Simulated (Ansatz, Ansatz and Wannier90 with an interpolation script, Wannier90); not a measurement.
# From a coarse GW mesh to bands everywhere: AlH3 (R-3c), part 3 of 3

Wanted: quasiparticle gap and band widths of AlH3 (R-3c) over the whole zone.

Ansatz 0.2.0; LDA, Wannier functions and G0W0, plane waves, PAW. Known limits of the many-body steps: not at the basis limit.

So far. Step 2 (LDA bands): The gap is indirect, with the least direct gap 0.07 eV higher. Step 4 (Wannier functions by Wannier90 (Al:3s Al:3p H:1s) on …): Near the gap the model misses directly solved bands by 6.2 meV r.m.s. and by 50 meV at most in the window tested. This tests the starting bands, not the corrections carried with them.

## (5) G0W0 at every point of the mesh: 4×4×4 mesh, 281 empty bands, screening to 150 eV

Now the one-shot GW correction: screening in the RPA, then the self-energy of the levels asked for.

This step: G0W0 on LDA, plane waves, PAW.

File input.yaml:

```yaml
crystal:
  lattice:
    - [2.22465, 1.2844022764, 3.9345666667]
    - [-2.22465, 1.2844022764, 3.9345666667]
    - [0.0, -2.5688045527, 3.9345666667]
  atoms:
    - { symbol: Al, position: [0.0, 0.0, 0.0] }
    - { symbol: Al, position: [0.5, 0.5, 0.5] }
    - { symbol: H, position: [0.878, 0.622, 0.25] }
    - { symbol: H, position: [0.25, 0.878, 0.622] }
    - { symbol: H, position: [0.622, 0.25, 0.878] }
    - { symbol: H, position: [0.122, 0.378, 0.75] }
    - { symbol: H, position: [0.75, 0.122, 0.378] }
    - { symbol: H, position: [0.378, 0.75, 0.122] }
kpoints:
  mp_grid: { grid: [4, 4, 4] }
hamiltonian:
  xc: lda
scf:
  occupations: { method: fixed }
gw:
  n_empty_bands: 281
  ecut_chi: 150.0
  qp_bands: [v6, c2]
  screening: { model: contour_deformation }
```

On the command line:

```sh
> ansatz run input.yaml --threads 8 --pin off --max-ram 18432MiB --backend cpu --events-out ev --progress --plain --runs-dir out
```

Numbers of over 12 decimals in the logs are rounded to 6 here.

The log of the run:

```text
[...]
Crystal: 8 atoms, lattice volume = 67.454 Å³
Basis set: ecut = 420 eV, 1309 PW (Γ)
Bands: 14, of which v1, the nominal top of the filled ones, is band 6 counted from 1 (5 counted from 0)
Symmetry: 12 space group operations
[...]
k-points: 13 of 64
[...]
SCF iter   1: F=—  HF=-1119.660608 eV  |F-HF|=—  |Δ(HF+E_count)|=         —  Δρ=1.25e-2  dr2=7.06e-2  ethr=1.77e-3  ⟨swp⟩=4.5  Hψ=948  notcnv=0  defer=60
[...]
SCF iter   6: F=-1119.633212 eV  HF=-1119.633212 eV  |F-HF|=2.27e-12  |Δ(HF+E_count)|=   1.09e-9  Δρ=1.11e-7  dr2=4.51e-12  ethr=2.54e-11  ⟨swp⟩=5.7  Hψ=1116  notcnv=0
SCF 1 converged in 6 iterations: F = -1119.633212 eV  dr2 = 4.51e-12
[...]
G₀W₀ screening: q 1/13
[... further progress lines ...]
[...]
SCF converged after 6 iterations
Free energy (F): -1119.633212 eV
[...]
Internal energy: -1119.633212 eV  (E = F + TS)
E sigma→0 (E₀):  -1119.633212 eV
Fermi energy:    1.034421 eV
[...]
--- Band table (eV; the first three rows and the last of 13) ---
  k-point 0: bands = [... 2 lower, -0.7450, -0.7450, 0.9856, 0.9856, 2.9986, 6.6506, 6.7334, 6.7334, ... 4 higher]
  k-point 1: bands = [... 2 lower, -1.1473, -0.8346, 0.2945, 0.5465, 4.0613, 5.8269, 6.7124, 7.2199, ... 4 higher]
  k-point 2: bands = [... 2 lower, -0.6921, -0.6921, -0.3537, -0.3537, 4.7160, 4.7160, 8.4512, 8.4512, ... 4 higher]
  k-point 12: bands = [... 2 lower, -0.2340, -0.2340, -0.2340, -0.2340, 5.5886, 5.5886, 9.2020, 9.2020, ... 4 higher]
--- G₀W₀: contour deformation, 6 samples at zero and on the imaginary axis and 2 off it, 64 q-points, 281 empty bands' worth ---
  eigenvalues of the whole cell's RPA ε∞ on this k-mesh (on a slab, of 1 + 4πα/V) = 4.4944, 4.4944, 4.7440; static W/v taken at q = 0 is 0.218649
  bands read: the sum over 287 bands ends inside a degenerate multiplet in 4 slots, whose members it reads at an even weight; the widest, k=0: bands 287 to 288 (counted from 1) at 1/2 each
    ik  band        ε_KS         Σx   Σc(E_QP)       V_xc       Z   E_QP_lin       E_QP  E_QP is
     0     1     -7.7918   -17.8223     5.6876   -11.1169  0.6511    -8.8139    -8.8095  root
     0     2     -1.3983   -16.3774     2.9263   -12.1299  0.7433    -2.7541    -2.7194  root
     0     3     -0.7450   -16.4232     2.7089   -12.3899  0.7515    -2.0987    -2.0695  root
     0     4     -0.7450   -16.4232     2.7089   -12.3899  0.7515    -2.0987    -2.0695  root
     0     5      0.9856   -15.3551     2.1333   -11.8757  0.7692    -0.3850    -0.3605  root
     0     6      0.9856   -15.3551     2.1333   -11.8757  0.7692    -0.3850    -0.3605  root
     0     7      2.9986    -8.2780    -3.6449   -12.8683  0.7979     3.9517     3.9440  root
     0     8      6.6506    -3.6460    -4.2186    -8.5273  0.8064     7.3185     7.3133  root
     1     1     -7.1804   -17.6380     5.4000   -11.1953  0.6543    -8.2379    -8.2230  root
     1     2     -2.7745   -16.4327     3.3460   -11.9180  0.7192    -3.9808    -3.9433  root
     1     3     -1.1473   -16.1661     2.8122   -12.0467  0.7478    -2.4882    -2.4546  root
     1     4     -0.8346   -16.1955     2.7284   -12.1520  0.7497    -2.1790    -2.1497  root
     1     5      0.2945   -15.4828     2.3032   -11.8750  0.7632    -1.0360    -1.0101  root
     1     6      0.5465   -15.5368     2.2255   -11.9982  0.7659    -0.7913    -0.7666  root
[...]
12     4     -0.2340   -15.8491     2.4863   -12.0651  0.7576    -1.5590    -1.5317  root
    12     5     -0.2340   -15.8491     2.4863   -12.0651  0.7576    -1.5590    -1.5317  root
    12     6     -0.2340   -15.8491     2.4863   -12.0651  0.7576    -1.5590    -1.5317  root
    12     7      5.5886    -6.0527    -4.1346   -11.0462  0.7986     6.4558     6.4474  root
    12     8      5.5886    -6.0527    -4.1346   -11.0462  0.7986     6.4558     6.4474  root
```

Run time: 47 s. Hardware: 8 threads of Arm Neoverse V1, shared host; peak memory 1.3 GiB; 5.9 min of CPU time.

Numbers from this step:

```
bands summed                                 : 287
RPA ε∞ on this mesh (eigenvalues)            : 4.494, 4.494, 4.744
plane waves in the screening matrix          : 295
q-points in the mesh                         : 64
G0W0 gap on the mesh                         : 4.213 eV
k of the valence top                         : 0, -0.5, -0.5
k of the conduction bottom                   : 0, 0, 0
starting gap on the mesh                     : 1.964 eV
Z at the valence top                         : 0.7728
Z at the conduction bottom                   : 0.7979
least direct G0W0 gap on the computed points : 4.304 eV
```

The gap on the mesh goes from 1.96 eV to 4.21 eV, a correction of +2.25 eV, though a band edge has moved to another state.

## (6) Interpolating the corrections

A script adds the corrections, carried to the Wannier functions and back, to the LDA levels, along the path and on a 13×13×13 mesh.

| Quantity | Value |
| --- | --- |
| G0W0 gap over the zone | 4.16 eV |
| conduction bottom at | Γ |
| starting gap over the zone | 1.935 eV |
| least direct G0W0 gap | 4.304 eV |
| G0W0 gap on the mesh | 4.213 eV |
| valence width, start | 8.860 eV |
| valence width, G0W0 | 8.593 eV |
| gap by a rigid shift | 4.184 eV |

Levels solved directly plus the interpolated quasiparticle correction. Limits: finite bands, cutoff and mesh. Quasiparticle bands along the path, in eV, zero at the valence-band top of each set; v1 is the highest filled band, c1 the lowest empty one:

```csv
point,v4,v3,v2,v1,c1
Γ,-1.85,-1.85,-0.14,-0.14,4.17
halfway,-1.74,-1.74,-0.56,-0.56,5.70
T,-1.31,-1.31,-1.31,-1.31,6.67
halfway,-2.90,-2.89,-0.62,-0.61,7.40
H2,-3.97,-3.97,-0.73,-0.73,7.63
jump to H0,-3.97,-3.97,-0.72,-0.72,7.63
halfway,-2.89,-2.86,-1.12,-1.11,7.15
L,-1.78,-1.78,-1.41,-1.41,5.74
halfway,-2.23,-1.93,-0.79,-0.54,5.14
Γ,-1.85,-1.85,-0.14,-0.14,4.17
halfway,-2.91,-1.61,-1.26,-0.70,5.59
S0,-4.19,-2.86,-2.11,-0.17,7.89
jump to S2,-4.19,-2.86,-2.12,-0.17,7.89
halfway,-4.29,-3.14,-2.60,0.00,7.29
F,-3.53,-3.23,-3.12,-0.05,7.30
halfway,-2.67,-2.61,-1.94,-0.05,6.22
Γ,-1.85,-1.85,-0.14,-0.14,4.17
```

The same for LDA:

```csv
point,v4,v3,v2,v1,c1
Γ,-1.80,-1.80,-0.07,-0.07,1.95
T,-1.28,-1.28,-1.28,-1.28,4.54
H2,-4.04,-4.04,-0.72,-0.72,5.64
H0,-4.04,-4.04,-0.72,-0.72,5.64
L,-1.74,-1.74,-1.40,-1.40,3.67
Γ,-1.80,-1.80,-0.07,-0.07,1.95
S0,-4.28,-2.85,-2.17,-0.11,5.88
S2,-4.28,-2.85,-2.17,-0.11,5.88
F,-3.75,-3.24,-3.11,-0.07,5.29
Γ,-1.80,-1.80,-0.07,-0.07,1.95
```

The first set of quasiparticle bands as a text plot (rows in eV, shown from -8.0 to 7.9 only; labels by their first letter):

```
    7.6 |           ++++++++                      ++++++++
    6.9 |        +++        +                    +        ++
    6.2 |     +++            ++               +++           +
    5.6 |   ++                 +++++         +               +
    4.9 |  +                        ++     ++                 +
    4.3 |++                           +++++                    ++
    3.6 |
    2.9 |
    2.3 |
    1.6 |
    0.9 |
    0.3 |                                           ****** ***
   -0.4 |*****      ****            **********   ***      *   ***
   -1.0 |     ******    ******* *****       *****            **
   -1.7 |******** *           *********************         *  **
   -2.4 |*         **        **   ***********    ****      ******
   -3.0 | **         *     **        *     ****    ************
   -3.7 |   *         *****         *        * ****   ****
   -4.4 |    *                     *          *    ******
   -5.0 |     *                  **            *** **
   -5.7 |      *     ********   *                 **
   -6.3 |       ******       ***                 *  *****
   -7.0 |      **               **             **        **
   -7.7 |     *                   ***        **            **
         Γ       T     H|H     L        Γ         S|S  F        Γ
```

Minima of the lowest conduction band, from levels solved directly at the displaced points, plus the interpolated correction; masses are left empty at degenerate points, on flat bands and where the interpolated correction rules the curvature; G0W0 masses are rough. Conduction valleys, by row:

```csv
point,k (reciprocal lattice),valleys in the zone,G0W0 level above the valence top (eV),LDA level above the valence top (eV),G0W0 principal masses (m_e),LDA principal masses (m_e)
Γ,0.000 0.000 0.000,1,4.16,1.935,0.228 0.446 0.472,0.207 0.366 0.366
```

Second differences of levels solved directly at the displaced points, plus the interpolated correction, at the quasiparticle band edges; no spin-orbit coupling; left empty where the band is flat or the interpolated correction rules the curvature. Effective masses, by row:

```csv
carrier,point,Cartesian direction,band,LDA mass (m_e),G0W0 mass (m_e)
hole,0.474 0.074 0.354,010,6,1.168,1.095
hole,0.474 0.074 0.354,001,6,1.379,1.284
hole,0.474 0.074 0.354,111,6,1.624,1.284
electron,Γ,100,7,0.365,0.447
electron,Γ,010,7,0.365,0.468
electron,Γ,001,7,0.207,0.228
electron,Γ,110,7,0.365,0.465
electron,Γ,111,7,0.291,0.348
```

Corrections by starting level (eV, on the run's own energy scale, so only their differences matter):

```csv
start,correction
-8.83,−1.02
-6.74,−1.10
-5.67,−1.10
-4.61,−1.18
-3.47,−1.24
-3.09,−1.29
-2.18,−1.31
-1.78,−1.32
-1.39,−1.27
-1.03,−1.30
-0.49,−1.31
-0.05,−1.35
0.00,−1.30
1.96,+0.94
3.68,+0.80
4.78,+0.68
5.62,+0.66
7.33,+0.69
```

## (7) Outcome

```
LDA gap                             : 1.94 eV
G0W0 gap over the zone              : 4.16 eV, indirect
least direct G0W0 gap, in the model : 4.30 eV
GW settings                         : 4×4×4 mesh, 281 empty bands, screening to 150 eV
known limits                        : not at the basis limit
```

What this shows: The Wannier model follows the LDA bands to 6 meV r.m.s. near the gap. The G0W0 gap over the zone is 4.16 eV, indirect, from k = (0.473, 0.074, 0.354) to Γ; on the mesh alone it is 4.21 eV, and a rigid shift of the LDA bands would give 4.18 eV. The valence width in the model goes from 8.86 eV to 8.59 eV. At the band edge the lightest electron mass is 0.21 m_e at the start and 0.23 m_e in G0W0; the G0W0 masses rest on corrections from the 4×4×4 mesh alone and are rough. Bands and cutoff are finite, so the gap is not at the basis limit. The miss can reach some tenths of an eV and take either sign; the mesh is an error of its own. Above the frozen window of the model the interpolated levels need not meet the computed ones, even at points of the mesh.

[Paths, hosts, dates, memory and timing lines, banners, echoed tables and standing remarks are left out of the program output.]

[Logs are printed without paths, hosts, clocks, repeated set-up lines and the standing remarks that a program may print on its own settings, such as how far it seeks lower states.]

[Runs of the session that timed out or met a known fault of the program may be left out.]

[Hosts, paths, dates, database ids (printed as entryN), source tags and the programs' standing remarks are cut or masked in the printed files.]
